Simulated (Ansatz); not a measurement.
# Au-Pd-Au stack of (100) layers: phonons along a line and the smearing

Aim: see how the phonons of Au-Pd-Au stack of (100) layers along the first symmetry line respond to the electronic smearing. The first relaxation steps of the session are not shown, so no cell shown is the starting entry, unless a step says so.

Program: Ansatz 0.2.0. Level of theory: DFT PBE, scalar-relativistic, plane waves, PAW; PAW set soft_1. Results are calculated unless marked as measured.

Report form: the programs' logs are mostly left out.

## (1) The cell after earlier relaxation steps

The cell holds 3 atoms: 2 Au and 1 Pd. Cell: a = 2.776 Å, b = 2.776 Å, c = 31.580 Å, α = 90.0°, β = 90.0°, γ = 90.0°. Vacuum lies along c.

## (2) Relaxing tightly for phonons

Residual forces and stress shift phonon frequencies, so the cell is relaxed again, with tight thresholds and the mesh and smearing of this input. Earlier relaxation steps are not shown.

input.yaml

```yaml
crystal:
  lattice:
    - [2.7755650314, 0.0, 0.0]
    - [0.0, 2.7755650314, 0.0]
    - [0.0, 0.0, 31.5799999848]
  atoms:
    - { symbol: Au, position: [0.0, 0.0, 0.1693484039] }
    - { symbol: Pd, position: [0.5, 0.5, 0.2357504751] }
    - { symbol: Au, position: [0.0, 0.0, 0.3021525463] }
  periodic: [true, true, false]
kpoints:
  mp_grid: { grid: [9, 9, 1] }
hamiltonian:
  xc: pbe
  pseudopotentials: { kind: paw, azcp: { folder: soft_1 } }
scf:
  occupations: { method: methfessel_paxton, width: 0.2 }
output:
  forces: true
  stress: true
  eigenvalues: true
  write_density: true
  write_potential: true
  elf: true
  volumetric_format: npy
relax:
  adjacent_minimum: "off"
  f_tol: 0.001
  max_steps: 60
  cell: { stress_2d_tol: 0.002 }
```

Launch:

```
$ ansatz run input.yaml --threads 4 --pin off --max-ram 12288MiB --backend cpu --events-out ev --progress --plain --runs-dir out
```

The job ended after 9.9 s (4 threads of Intel Xeon 6975P-C (Granite Rapids), shared host; peak memory 0.73 GiB; 36 s of CPU time).

Little changed from the start: no atom moved by 0.005 Å and no cell edge by 0.1 %.

This step gave:

```yaml
metallic_on_mesh: yes
gap_on_the_k_mesh: 0 eV
```

ELF in the ca plane at fractional y = 0.000, with atoms of Au within 0.2 Å of it. It is the smooth field of the valence electrons, not physical close to the nuclei.

Ten even steps from '0' (0.00) to '9' (0.80), each cell a mean:
```
00000000012356886421112357875421000000000000
00000000011345665321112345654321000000000000
00000000001233443222222233443211000000000000
00000000001123322222222222332210000000000000
00000000001223332222222223333210000000000000
00000000001234554322112234554321000000000000
00000000012346776421112356765421000000000000
00000000012356996531112457976431000000000000
```
Columns run along c (16.0 Å, from fractional 0.00 to 0.51 of the cell), rows up along a (2.8 Å). Atoms in or near the plane, at fractional coordinates: Au at (0.17, 0.00), Au at (0.30, 0.00).

Valence density in the ca plane at fractional y = 0.000, with atoms of Au within 0.2 Å of it. It is the smooth field of the valence electrons, not physical close to the nuclei.

Ten steps, logarithmic in the rise over the least value, from '0' (0 e/Å³) to '9' (14 e/Å³), each cell a mean:
```
00000000000247997421111368986310000000000000
00000000000136776321111246774200000000000000
00000000000123443211211224442100000000000000
00000000000012222112221122221100000000000000
00000000000012332211221123332100000000000000
00000000000125664321111235653200000000000000
00000000000147887421111358885310000000000000
00000000000258998521111369996310000000000000
```
Columns run along c (16.0 Å, from fractional 0.00 to 0.51 of the cell), rows up along a (2.8 Å). Atoms in or near the plane, at fractional coordinates: Au at (0.17, 0.00), Au at (0.30, 0.00).

Electrostatic potential energy in the ca plane at fractional y = 0.000, with atoms of Au within 0.2 Å of it. With pseudopotentials it is smooth inside the atoms' cores, unlike the true potential.

Ten even steps from '0' (-53 eV) to '9' (0 eV), each cell a mean:
```
99999999999951001699999830003799999999999999
99999999999974114799999862126899999999999999
99999999999997667999999986668999999999999999
99999999999999889999999998889999999999999999
99999999999998778999999998789999999999999999
99999999999985335899999974347999999999999999
99999999999962002699999840004899999999999999
99999999999850000589999720002799999999999999
```
Columns run along c (16.0 Å, from fractional 0.00 to 0.51 of the cell; values clipped at the 3rd and 97th percentile), rows up along a (2.8 Å). Atoms in or near the plane, at fractional coordinates: Au at (0.17, 0.00), Au at (0.30, 0.00).

## (3) Wavevectors along a line: Fermi–Dirac smearing of 0.1 eV

Each wavevector is solved by itself, so no interpolation smooths a dip of the branch.

input.yaml

```yaml
crystal:
  lattice:
    - [2.7757412436, 0.0, 0.0]
    - [0.0, 2.7757412436, 0.0]
    - [0.0, 0.0, 31.5799999848]
  atoms:
    - { symbol: Au, position: [0.0, 0.0, 0.1694729505] }
    - { symbol: Pd, position: [0.5, 0.5, 0.2357504751] }
    - { symbol: Au, position: [0.0, 0.0, 0.3020279997] }
  periodic: [true, true, false]
kpoints:
  mp_grid: { grid: [16, 16, 1] }
hamiltonian:
  xc: pbe
  pseudopotentials: { kind: paw, azcp: { folder: soft_1 } }
scf:
  occupations: { method: fermi_dirac, width: 0.1 }
output:
  eigenvalues: true
phonons:
  method: dfpt
  qpoints:
    - [0, 0, 0]
    - [0.0, 0.0625, 0.0]
    - [0.0, 0.1875, 0.0]
    - [0.0, 0.3125, 0.0]
    - [0.0, 0.4375, 0.0]
```

Run time: 11 min. Hardware: 4 threads; peak memory 2.7 GiB; 43 min of CPU time.

Each wavevector solved by linear response. Frequency against |q| along the line; 7 of 9 lines:

```
|q| along the line (Å⁻¹)  mode 1 (cm⁻¹)  mode 2 (cm⁻¹)  mode 3 (cm⁻¹)  mode 4 (cm⁻¹)  mode 5 (cm⁻¹)  mode 6 (cm⁻¹)  mode 7 (cm⁻¹)
                   0.000              0              0              0           43.5           43.5           79.0           96.8
                   0.141           4.87           5.85           25.6           43.2             51           77.5           96.2
                   0.424           15.7           29.1           41.4           53.4           80.9           89.7           92.3
                   0.707           26.8           38.1           52.3           55.8           89.1           99.7            121
                   0.990           32.2           35.3           54.4           70.2           88.3            101            141
```

## (4) Wavevectors along a line: Fermi–Dirac smearing of 0.25 eV

input.yaml, as its differences from that of step 3:

```diff
@@ -16,3 +16,3 @@
 scf:
-  occupations: { method: fermi_dirac, width: 0.1 }
+  occupations: { method: fermi_dirac, width: 0.25 }
 output:
```

Wider smearing eases the sum over k-points of a metal but moves the result away from its zero-temperature value.

Elapsed: 12 min, on 4 threads; peak memory 2.8 GiB.

Each wavevector solved by linear response. Table of frequency by |q| along the line; 7 of 9 lines:

```
|q| along the line (Å⁻¹)  mode 1 (cm⁻¹)  mode 2 (cm⁻¹)  mode 3 (cm⁻¹)  mode 4 (cm⁻¹)  mode 5 (cm⁻¹)  mode 6 (cm⁻¹)  mode 7 (cm⁻¹)
                   0.000              0              0              0           42.9           42.9           78.7           96.6
                   0.141           5.02           5.65           25.5           42.7           50.5           77.1           96.1
                   0.424           16.1           28.9           41.3           53.9           79.9           89.3           92.3
                   0.707           27.7           39.2           52.4           56.1           87.7           99.0            121
                   0.990           34.8           37.5           56.1           70.3           85.0            101            141
```

Against step 3 (now smearing width 0.25 eV), the free energy moves by -51.9 meV an atom.

## (5) Phonons along a line: Fermi–Dirac smearing of 0.04 eV

The smearing blurs the Fermi surface that screens the phonons; a Fermi–Dirac width is an electronic temperature.

input.yaml, as its differences from that of step 4:

```diff
@@ -16,3 +16,3 @@
 scf:
-  occupations: { method: fermi_dirac, width: 0.25 }
+  occupations: { method: fermi_dirac, width: 0.04 }
 output:
```

Narrower smearing comes nearer the zero-temperature value but asks more of the mesh.

Wall time 11 min (4 threads); peak memory 2.7 GiB; 43 min of CPU time.

Each wavevector solved by linear response. Table of frequency by |q| along the line; 7 of 9 lines:

```
|q| along the line (Å⁻¹)  mode 1 (cm⁻¹)  mode 2 (cm⁻¹)  mode 3 (cm⁻¹)  mode 4 (cm⁻¹)  mode 5 (cm⁻¹)  mode 6 (cm⁻¹)  mode 7 (cm⁻¹)
                   0.000              0              0              0           43.8           43.8           79.3           96.8
                   0.141           4.81           5.86           25.4           43.5           51.2           77.4           96.2
                   0.424           15.6           29.3           41.6           53.5           81.2           89.7           92.2
                   0.707           26.4           37.8           52.4           55.4           89.4          100.0            121
                   0.990           31.5           35.2           53.9           70.4           89.5            102            141
```

Against step 3 (now smearing width 0.04 eV), the free energy moves by +6.4 meV an atom.

## (6) Phonons along a line: Methfessel–Paxton smearing of 0.2 eV

input.yaml, as its differences from that of step 5:

```diff
@@ -16,3 +16,3 @@
 scf:
-  occupations: { method: fermi_dirac, width: 0.04 }
+  occupations: { method: methfessel_paxton, width: 0.2 }
 output:
```

The job ended after 11 min (4 threads; peak memory 2.7 GiB; 42 min of CPU time).

Each wavevector solved by linear response. The frequency by |q| along the line; 7 of 9 lines:

```
|q| along the line (Å⁻¹)  mode 1 (cm⁻¹)  mode 2 (cm⁻¹)  mode 3 (cm⁻¹)  mode 4 (cm⁻¹)  mode 5 (cm⁻¹)  mode 6 (cm⁻¹)  mode 7 (cm⁻¹)
                   0.000              0              0              0           43.8           43.8           79.2           96.7
                   0.141           4.78           5.87           25.5           43.4           51.2           77.6           96.0
                   0.424           15.6           29.1           41.4           53.6           81.2           89.8           92.0
                   0.707           26.4           37.6           52.4           55.5           89.3            100            121
                   0.990           31.3           34.6           53.8           70.3           89.2            101            141
```

Against step 3 (now occupations Methfessel-Paxton and smearing width 0.2 eV), the free energy moves by +7.9 meV an atom.

## (7) The lowest branch at each setting

Lowest frequency against |q| along the line:

```
|q| along the line (Å⁻¹)  fermi dirac 0.1 eV, k 16x16x1 (cm⁻¹)  fermi dirac 0.25 eV, k 16x16x1 (cm⁻¹)  fermi dirac 0.04 eV, k 16x16x1 (cm⁻¹)  methfessel paxton 0.2 eV, k 16x16x1 (cm⁻¹)
                   0.000                                     0                                      0                                      0                                           0
                   0.141                                  4.87                                   5.02                                   4.81                                        4.78
                   0.424                                  15.7                                   16.1                                   15.6                                        15.6
                   0.707                                  26.8                                   27.7                                   26.4                                        26.4
                   0.990                                  32.2                                   34.8                                   31.5                                        31.3
```

## (8) Outcome

| Property | Result |
| --- | --- |
| phonon run of the rows without a label of their own | PBE, k 16×16×1 |
| lowest branch at the last solved point, Fermi–Dirac 0.1 eV | 32.2 cm⁻¹ at \|q\| = 0.990 Å⁻¹ |
| lowest branch at the last solved point, Fermi–Dirac 0.25 eV | 34.8 cm⁻¹ at \|q\| = 0.990 Å⁻¹ |
| lowest branch at the last solved point, Fermi–Dirac 0.04 eV | 31.5 cm⁻¹ at \|q\| = 0.990 Å⁻¹ |
| lowest branch at the last solved point, Methfessel–Paxton 0.2 eV | 31.3 cm⁻¹ at \|q\| = 0.990 Å⁻¹ |

No branch softens by more than 4 % of the top frequency as the smearing narrows, so no anomaly that hangs on the smearing shows at these points. The line holds 5 wavevectors, so a narrow dip between them would be missed. Between Fermi–Dirac 0.25 eV and Fermi–Dirac 0.04 eV the largest change, with modes counted by rank of frequency, is in mode 5 at |q| = 0.990 Å⁻¹, from 85.0 to 89.5 cm⁻¹. Where branches cross, a count by rank can hide a softening. At the narrowest width the k mesh may not resolve the Fermi surface, so part of the change can be mesh noise. Spin–orbit coupling, left out here, matters for Au. The structure was built by hand as an ordered model, and its stability against other phases was not tested.

[Logs are printed without paths, hosts, clocks, repeated set-up lines and the standing remarks that a program may print on its own settings, such as how far it seeks lower states.]

[Hosts, paths, dates, database ids (printed as entryN), source tags and the programs' standing remarks are cut or masked in the printed files.]
